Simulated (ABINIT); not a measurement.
# A GW chain in ABINIT: WS2 (Tungstenite)

Aim: the G0W0 gap of WS2 (Tungstenite) on PBE, step by step.

Method: PBE and many-body steps on it, plane waves, in ABINIT 10.8.3.

**1. Set-up**

The structure is hexagonal, space group P6_3/mmc (No. 194). The conventional cell has a = 3.153 Å, b = 3.153 Å, c = 12.323 Å, α = 90.00°, β = 90.00°, γ = 120.00°. Nearest to W lie 6 S at 2.40 Å. Nearest to S lie 3 W at 2.40 Å. Farther neighbours and most contacts between anions are not listed.

The cell and positions come from the Crystallography Open Database and are kept as given unless a step says otherwise. Spin-orbit coupling is left out unless a step names it.

**2. Ground state**

This step: ABINIT 10.8.3; DFT, PBE, plane waves, norm-conserving pseudopotentials.

The ground-state density comes first.

run.abi reads:

```
acell 3*1.0 Angstrom
rprim 
  3.153199999992 0.000000000002 0.000000000000
  -1.576599999998 2.730751303206 0.000000000000
  0.000000000000 0.000000000000 12.323000000000
ntypat 2
znucl 74 16
natom 6
typat 1 1 2 2 2 2
xred 
  0.333333333333 0.666666666667 0.250000000000
  0.666666666667 0.333333333333 0.750000000000
  0.333333333333 0.666666666667 0.622500000000
  0.666666666667 0.333333333333 0.122500000000
  0.333333333333 0.666666666667 0.877500000000
  0.666666666667 0.333333333333 0.377500000000
pp_dirpath "pseudos"
pseudos "W.upf, S.upf"
ecut 31
ngkpt 6 6 2
nshiftk 1
shiftk 0 0 0
kptopt 1
chksymbreak 0
nband 33
occopt 1
tolvrs 1e-10
nstep 60
prtwf 0
optforces 0
optstress 0
indata_prefix "in"
outdata_prefix "out"
tmpdata_prefix "tmp"
```

Started as:

```
> OMP_NUM_THREADS=1 mpirun -n 8 abinit run.abi > log
```

Numbers of over 12 decimals in the logs are rounded to 6 here.

What it wrote:

```text
.Version 10.8.3 of ABINIT. v10.8.2 released Aug 2026.

 Symmetries : space group P6_3/m m c (#194); Bravais hP (primitive hexag.)
================================================================================
 Values of the parameters that define the memory need of the present run
     intxc =       0    ionmov =       0      iscf =       7    lmnmax =       8
     lnmax =       8     mgfft =     120  mpssoang =       4    mqgrid =    5837
     natom =       6  nloc_mem =       1    nspden =       1   nspinor =       1
    nsppol =       1      nsym =      24    n1xccc =    2501    ntypat =       2
    occopt =       1   xclevel =       2
-    mband =          33        mffmem =           1         mkmem =           2
       mpw =        5944          nfft =      108000          nkpt =          14
================================================================================
  Rough estimation (10% accuracy) of disk space for files :
================================================================================

--------------------------------------------------------------------------------
------------- Echo of variables that govern the present computation ------------
--------------------------------------------------------------------------------
 -outvars: echo values of preprocessed input variables --------
            acell      1.8897261259E+00  1.8897261259E+00  1.8897261259E+00 Bohr

      chksymbreak           0
             ecut      3.10000000E+01 Hartree
-          fftalg         312

              ixc     -101130
              kpt      0.00000000E+00  0.00000000E+00  0.00000000E+00
                       1.66666667E-01  0.00000000E+00  0.00000000E+00
                       3.33333333E-01  0.00000000E+00  0.00000000E+00
                       5.00000000E-01  0.00000000E+00  0.00000000E+00
                       1.66666667E-01  1.66666667E-01  0.00000000E+00
                       3.33333333E-01  1.66666667E-01  0.00000000E+00
                       3.33333333E-01  3.33333333E-01  0.00000000E+00
                       0.00000000E+00  0.00000000E+00  5.00000000E-01
                       1.66666667E-01  0.00000000E+00  5.00000000E-01
                       3.33333333E-01  0.00000000E+00  5.00000000E-01
                       5.00000000E-01  0.00000000E+00  5.00000000E-01
[...]
kptrlatt        6    0    0      0    6    0      0    0    2
          kptrlen      3.57521065E+01
P           mkmem           2
            natom           6
            nband          33
            ngfft          30      30     120
             nkpt          14
            nstep          60
             nsym          24
           ntypat           2
              occ      2.000000  2.000000  2.000000  2.000000  2.000000  2.000000
                       2.000000  2.000000  2.000000  2.000000  2.000000  2.000000
                       2.000000  2.000000  2.000000  2.000000  2.000000  2.000000
                       2.000000  2.000000  2.000000  2.000000  2.000000  2.000000
                       2.000000  2.000000  0.000000  0.000000  0.000000  0.000000
[...]
optforces           0
        optstress           0
            prtwf           0
            rprim      3.1532000000E+00  2.0000000000E-12  0.0000000000E+00
[...]
spgroup         194

           tolvrs      1.00000000E-10

             xred      3.3333333333E-01  6.6666666667E-01  2.5000000000E-01
[...]
znucl       74.00000   16.00000

================================================================================

 chkinp: Checking input parameters for consistency.

================================================================================
== DATASET  1 ==================================================================
-   mpi_nproc: 8, omp_nthreads: 1 (-1 if OMP is not activated)

--- !DatasetInfo
iteration_state: {dtset: 1, }
dimensions: {natom: 6, nkpt: 14, mband: 33, nsppol: 1, nspinor: 1, nspden: 1, mpw: 5944, }
cutoff_energies: {ecut:  31.0, pawecutdg:  -1.0, }
electrons: {nelect:   5.20000000E+01, charge:   0.00000000E+00, occopt:   1.00000000E+00, tsmear:   1.00000000E-02, }

 Real(R)+Recip(G) space primitive vectors, cartesian coordinates (Bohr,Bohr^-1):
 R(1)=  5.9586844  0.0000000  0.0000000  G(1)=  0.1678223  0.0968922  0.0000000
 R(2)= -2.9793422  5.1603721  0.0000000  G(2)=  0.0000000  0.1937845  0.0000000
 R(3)=  0.0000000  0.0000000 23.2870950  G(3)=  0.0000000  0.0000000  0.0429422
 Unit cell volume ucvol=  7.1605555E+02 bohr^3
 Angles (23,13,12)=  9.00000000E+01  9.00000000E+01  1.20000000E+02 degrees

 getcut: wavevector=  0.0000  0.0000  0.0000  ngfft=  30  30 120
         ecut(hartree)=     31.000   => boxcut(ratio)=   2.01023

--- Pseudopotential description ------------------------------------------------
- W Generated using ONCVPSP code by D. R. Hamann
- 74.00000  14.00000  171031                  znucl, zion, pspdat
12 -101130 3 -1 1396                          pspcod,pspxc,lmax,lloc,mmax
     nproj     2     2     2     2
  pspatm : epsatm=   11.70739509
         --- l  ekb(1:nproj) -->
[...]
pspatm: atomic psp has been read  and splines computed

- S Generated using ONCVPSP code by D. R. Hamann
- 16.00000   6.00000  171031                  znucl, zion, pspdat
12 -101130 2 -1 1146                          pspcod,pspxc,lmax,lloc,mmax
     nproj     2     2     2     0
  pspatm : epsatm=    9.01821529
         --- l  ekb(1:nproj) -->
[...]
pspatm: atomic psp has been read  and splines computed

   3.09335787E+03                                ecore*ucvol(ha*bohr**3)
--------------------------------------------------------------------------------

_setup2: Arith. and geom. avg. npw (full set) are    5903.792    5903.746

================================================================================

--- !BeginCycle
iteration_state: {dtset: 1, }
solver: {iscf: 7, nstep: 60, nline: 4, wfoptalg: 0, }
tolerances: {tolvrs: 1.00E-10, }

     iter   Etot(hartree)      deltaE(h)  residm     vres2
 ETOT  1  -195.84886537400    -1.958E+02 8.652E-02 1.579E+02
 ETOT  2  -195.89030693970    -4.144E-02 3.711E-02 1.176E+03
 ETOT  3  -196.02861226715    -1.383E-01 1.384E-02 8.356E+00
 ETOT  4  -196.02942917523    -8.169E-04 5.021E-03 2.556E+00
 ETOT  5  -196.02958716226    -1.580E-04 4.625E-03 2.055E-02
 ETOT  6  -196.02958981700    -2.655E-06 1.050E-03 8.045E-03
 ETOT  7  -196.02959029102    -4.740E-07 8.389E-04 2.987E-05
 ETOT  8  -196.02959029387    -2.850E-09 5.135E-04 2.264E-06
 ETOT  9  -196.02959029411    -2.405E-10 1.853E-04 7.420E-08
 ETOT 10  -196.02959029411    -7.873E-12 4.535E-04 3.028E-09
 ETOT 11  -196.02959029411    -4.547E-13 1.653E-04 3.319E-10
 ETOT 12  -196.02959029412    -1.450E-12 4.851E-04 6.799E-12

 At SCF step   12       vres2   =  6.80E-12 < tolvrs=  1.00E-10 =>converged.

--- !ResultsGS
iteration_state: {dtset: 1, }
comment   : Summary of ground state results
lattice_vectors:
- [  5.9586844,   0.0000000,   0.0000000, ]
- [ -2.9793422,   5.1603721,   0.0000000, ]
- [  0.0000000,   0.0000000,  23.2870950, ]
lattice_lengths: [   5.95868,    5.95868,   23.28710, ]
lattice_angles: [ 90.000,  90.000, 120.000, ] # degrees, (23, 13, 12)
lattice_volume:   7.1605555E+02
convergence: {deltae: -1.450E-12, res2:  6.799E-12, residm:  4.851E-04, diffor:  0.000E+00, }
etotal    :  -1.96029590E+02
entropy   :   0.00000000E+00
fermie    :   3.49444803E-01
cartesian_stress_tensor: null
pressure_GPa: null
xred      :
- [  3.3333E-01,   6.6667E-01,   2.5000E-01,  W]
- [  6.6667E-01,   3.3333E-01,   7.5000E-01,  W]
- [  3.3333E-01,   6.6667E-01,   6.2250E-01,  S]
- [  6.6667E-01,   3.3333E-01,   1.2250E-01,  S]
- [  3.3333E-01,   6.6667E-01,   8.7750E-01,  S]
- [  6.6667E-01,   3.3333E-01,   3.7750E-01,  S]
cartesian_forces: null
force_length_stats: {min: null, max: null, mean: null, }

 Integrated electronic density in atomic spheres:
 ------------------------------------------------
 Atom  Sphere_radius  Integrated_density
[...]
================================================================================

 ----iterations are completed or convergence reached----

 Mean square residual over all n,k,spin=   29.308E-07; max=  48.513E-05
 reduced coordinates (array xred) for    6 atoms
[...]
0.666666666667      0.333333333333      0.750000000000
       0.333333333333      0.666666666667      0.622500000000
       0.666666666667      0.333333333333      0.122500000000
       0.333333333333      0.666666666667      0.877500000000
       0.666666666667      0.333333333333      0.377500000000
 rms dE/dt=  0.0000E+00; max dE/dt=  0.0000E+00; dE/dt below (all hartree)
    1       0.000000000000      0.000000000000      0.000000000000
    2       0.000000000000      0.000000000000      0.000000000000
    3       0.000000000000      0.000000000000      0.000000000000
    4       0.000000000000      0.000000000000      0.000000000000
    5       0.000000000000      0.000000000000      0.000000000000
    6       0.000000000000      0.000000000000      0.000000000000

 cartesian coordinates (angstrom) at end:
    1     -1.33e-12     1.820501     3.080750
    2      1.576600     0.910250     9.242250
    3     -1.33e-12     1.820501     7.671068
    4      1.576600     0.910250     1.509567
    5     -1.33e-12     1.820501    10.813432
    6      1.576600     0.910250     4.651933
 length scales=  1.889726125908  1.889726125908  1.889726125908 bohr
              =  1.000000000000  1.000000000000  1.000000000000 angstroms
 prteigrs : about to open file out_EIG
 Fermi (or HOMO) energy (hartree) =   0.34944   Average Vxc (hartree)=  -0.41084
 Eigenvalues (hartree) for nkpt=  14  k points:
 kpt#   1, nband= 33, wtk=  0.01389, kpt=  0.0000  0.0000  0.0000 (reduced coord)
  -2.39287   -2.39287   -1.07959   -1.07958   -1.07265   -1.07265   -1.07265   -1.07265
  -0.22539   -0.21688   -0.16868   -0.15256    0.06843    0.10714    0.20801    0.22170
   0.22170    0.22222    0.22222    0.26709    0.26709    0.26906    0.26906    0.29374
   0.30457    0.34944    0.43436    0.43442    0.43474    0.43539    0.43621    0.43925
   0.44308
 prteigrs : prtvol=0 or 1, do not print more k-points.

--- !EnergyTerms
iteration_state     : {dtset: 1, }
comment             : Components of total free energy in Hartree
kinetic             :  5.62979939834143E+01
hartree             :  5.12043006751492E+01
xc                  : -4.59534279593619E+01
Ewald energy        : -1.20345391836037E+02
psp_core            :  4.31999703190776E+00
local_psp           : -1.72738556691340E+02
non_local_psp       :  3.11854945021525E+01
total_energy        : -1.96029590294116E+02
total_energy_eV     : -5.33423689713459E+03
band_energy         : -1.79620718597031E+01

== END DATASET(S) ==============================================================
================================================================================

 -outvars: echo values of variables after computation  --------
           etotal     -1.9602959029E+02
            nband          33
             nkpt          14
          spgroup         194
 [... the other variables as echoed above ...]

 Calculation completed.
```

Run time: 21 s. Hardware: 8 MPI ranks of Arm Neoverse V2, shared host; peak memory 0.68 GiB.

This step gave:

```
total energy               : -5334.2369 eV
gap                        : 0.9807 eV
k of the valence top       : 0, 0, 0
k of the conduction bottom : 0.1667, 0.1667, 0
least direct gap           : 1.837 eV
```

The gap is indirect, with the least direct gap 0.86 eV higher.

**3. Empty states on the mesh, 3×3×1 mesh, 157 bands**

The sums over transitions need many empty states on a uniform mesh; this step solves for them.

Edit run.abi of step 2 so:

```diff
@@ -19,3 +19,3 @@
 ecut 31
-ngkpt 6 6 2
+ngkpt 3 3 1
 nshiftk 1
@@ -24,9 +24,10 @@
 chksymbreak 0
-nband 33
+irdden 1
+istwfk *1
+nband 157
+prtvol 0
+optdriver 6
+gwr_task "HDIAGO"
+paral_kgb 0
 occopt 1
-tolvrs 1e-10
-nstep 60
-prtwf 0
-optforces 0
-optstress 0
 indata_prefix "in"
```

What it wrote:

```text
[banner, memory and clock lines left out]
.Version 10.8.3 of ABINIT. v10.8.2 released Aug 2026.

 Symmetries : space group P6_3/m m c (#194); Bravais hP (primitive hexag.)
[... echo of the input left out ...]
== DATASET  1 ==================================================================
-   mpi_nproc: 8, omp_nthreads: 1 (-1 if OMP is not activated)

--- !DatasetInfo
iteration_state: {dtset: 1, }
dimensions: {natom: 6, nkpt: 3, mband: 157, nsppol: 1, nspinor: 1, nspden: 1, mpw: 5917, }
cutoff_energies: {ecut:  31.0, pawecutdg:  -1.0, }
electrons: {nelect:   5.20000000E+01, charge:   0.00000000E+00, occopt:   1.00000000E+00, tsmear:   1.00000000E-02, }

.Using double precision arithmetic; gwpc =  8

- Reading GS density from: in_DEN

--- Pseudopotential description ------------------------------------------------
- W Generated using ONCVPSP code by D. R. Hamann
- 74.00000  14.00000  171031                  znucl, zion, pspdat
12 -101130 3 -1 1396                          pspcod,pspxc,lmax,lloc,mmax
     nproj     2     2     2     2
  pspatm : epsatm=   11.70739509
         --- l  ekb(1:nproj) -->
             0   12.992056    1.844411
             1    9.080024    1.409692
             2    4.470007    0.514403
             3   47.483863    0.881400
 pspatm: atomic psp has been read  and splines computed

- S Generated using ONCVPSP code by D. R. Hamann
- 16.00000   6.00000  171031                  znucl, zion, pspdat
12 -101130 2 -1 1146                          pspcod,pspxc,lmax,lloc,mmax
     nproj     2     2     2     0
  pspatm : epsatm=    9.01821529
         --- l  ekb(1:nproj) -->
             0    6.763951    0.574108
             1    3.227080    0.887329
             2   -3.547662   -0.986524
 pspatm: atomic psp has been read  and splines computed

   3.09335787E+03                                ecore*ucvol(ha*bohr**3)

 Total charge density [el/Bohr^3]
)     Maximum=    8.4948E-01  at reduced coord.    0.7667    0.5000    0.7500
)     Minimum=    1.5301E-03  at reduced coord.    0.6667    0.3333    0.1250
   Integrated=    5.2000E+01

 === KS gaps after direct diagonalization ===
 Indirect band gap semiconductor
 Fundamental gap:     1.305 (eV)
   VBM:     9.509 (eV) at k: [ 0.0000E+00,  0.0000E+00,  0.0000E+00]
   CBM:    10.814 (eV) at k: [ 3.3333E-01,  3.3333E-01,  0.0000E+00]
 Direct gap:         1.837 (eV) at k: [ 3.3333E-01,  3.3333E-01,  0.0000E+00]

== END DATASET(S) ==============================================================

 -outvars: echo values of variables after computation  --------
           etotal      0.0000000000E+00
            nband         157
             nkpt           3
          spgroup         194
 [... the other variables as echoed above ...]

 Calculation completed.
```

Run time: 61 s. Hardware: 8 MPI ranks; peak memory 11 GiB; 8.1 min of CPU time.

This step gave:

- gap: 1.305 eV
- k of the valence top: 0, 0, 0
- k of the conduction bottom: 0.3333, 0.3333, 0
- least direct gap: 1.837 eV
- k points computed: 3
- lowest point of the top converged band, above the valence top: 53.0906 eV

On this mesh the gap is 1.305 eV. The earlier step found 0.981 eV, so this mesh misses an edge.

**4. Screening, 3×3×1 mesh, 149 bands, screening to 108.8 eV**

The RPA dielectric matrix is built and inverted for each q.

This step: RPA screening on PBE, plane waves, norm-conserving pseudopotentials.

Edit run.abi of step 3 so:

```diff
@@ -24,10 +24,11 @@
 chksymbreak 0
-irdden 1
 istwfk *1
-nband 157
-prtvol 0
-optdriver 6
-gwr_task "HDIAGO"
-paral_kgb 0
 occopt 1
+irdwfk 1
+optdriver 3
+nband 149
+ecuteps 4
+inclvkb 2
+awtr 1
+symchi 1
 indata_prefix "in"
```

What it wrote:

```text
.Version 10.8.3 of ABINIT. v10.8.2 released Aug 2026.

 Symmetries : space group P6_3/m m c (#194); Bravais hP (primitive hexag.)
[... echo of the input left out ...]
== DATASET  1 ==================================================================
-   mpi_nproc: 8, omp_nthreads: 1 (-1 if OMP is not activated)

--- !DatasetInfo
iteration_state: {dtset: 1, }
dimensions: {natom: 6, nkpt: 3, mband: 149, nsppol: 1, nspinor: 1, nspden: 1, mpw: 5917, }
cutoff_energies: {ecut:  31.0, pawecutdg:  -1.0, }
electrons: {nelect:   5.20000000E+01, charge:   0.00000000E+00, occopt:   1.00000000E+00, tsmear:   1.00000000E-02, }

 SCREENING: Calculation of the susceptibility and dielectric matrices

 Based on a program developped by R.W. Godby, V. Olevano, G. Onida, and L. Reining.
 Incorporated in ABINIT by V. Olevano, G.-M. Rignanese, and M. Torrent.
.Using double precision arithmetic ; gwpc =  8

[... cell and pseudopotentials left out ...]
--------------------------------------------------------------------------------

 ==== K-mesh for the wavefunctions ====
 Number of points in the irreducible wedge :     3
[... list of points left out ...]
 Together with 24 symmetry operations and time-reversal symmetry
 yields     9 points in the full Brillouin Zone.

 ==== Q-mesh for the screening function ====
 Number of points in the irreducible wedge :     3
[... list of points left out ...]
 Together with 24 symmetry operations and time-reversal symmetry
 yields     9 points in the full Brillouin Zone.

 setmesh: FFT mesh size selected  =    18x   18x   80
          total number of points  =        25920

 vcoul_init : cutoff-mode = AUXILIARY_FUNCTION
 q-points for optical limit:   1
     1)      0.000010    0.000020    0.000030

- screening: taking advantage of time-reversal symmetry
- Maximum band index for partially occupied states nbvw = 26
- Remaining bands to be divided among processors   nbcw = 123
- Number of bands treated by each node ~15

 Number of electrons calculated from density =   52.0000; Expected =   52.0000
 average of density, n =  0.072620
 r_s =    1.4869
 omega_plasma =   25.9946 [eV]

 calculating chi0 at frequencies [eV] :
  1    0.000000E+00    0.000000E+00
  2    0.000000E+00    2.599465E+01

--------------------------------------------------------------------------------
  q-point number  1        q = ( 0.000000, 0.000000, 0.000000) [r.l.u.]
--------------------------------------------------------------------------------
[... chi0 elements left out ...]
 For q-point:  0.000010 0.000020 0.000030
  dielectric constant =  17.5552
  dielectric constant without local fields =  19.4840

  Average fulfillment of the sum rule on Im[epsilon] for q-point    1 :     80.83  [%]
[... wings left out ...]
  q-point number  2        q = ( 0.333333, 0.000000, 0.000000) [r.l.u.]
--------------------------------------------------------------------------------
[... chi0 elements left out ...]
  Average fulfillment of the sum rule on Im[epsilon] for q-point    2 :     77.10  [%]

 [... 1 further q-points ...]
```

Wall time 13 s (8 MPI ranks); peak memory 1.6 GiB.

This step gave:

```yaml
eps_infinity_with_local_fields_on_this_mesh_along_the_program_s_q_direction: 17.56
the_same_without_local_fields: 19.48
plasma_frequency: 25.99 eV
plane_waves_in_the_screening_matrix: 279
```

Local fields lower ε∞ by 10 %. On a Γ-centred mesh this coarse the value itself is usually too large, while a short band sum pulls it down.

(Continued in part 2 of 2.)

[Paths, hosts, dates, memory and timing lines, banners, echoed tables and standing remarks are left out of the program output.]

[Logs are printed without paths, hosts, clocks, repeated set-up lines and the standing remarks that a program may print on its own settings, such as how far it seeks lower states.]

[Runs of the session that timed out or met a known fault of the program may be left out.]

[Hosts, paths, dates, database ids (printed as entryN), source tags and the programs' standing remarks are cut or masked in the printed files.]

[G0W0 gaps are taken among the corrected bands and points alone; a level outside them can change the order at an edge.]

[Where Ansatz stands beside ABINIT at settings called matched, ABINIT's density can come from a denser mesh and the files from another edition; pairs whose starting gaps differed by over 0.03 eV were left out, so agreement reads better than it is.]
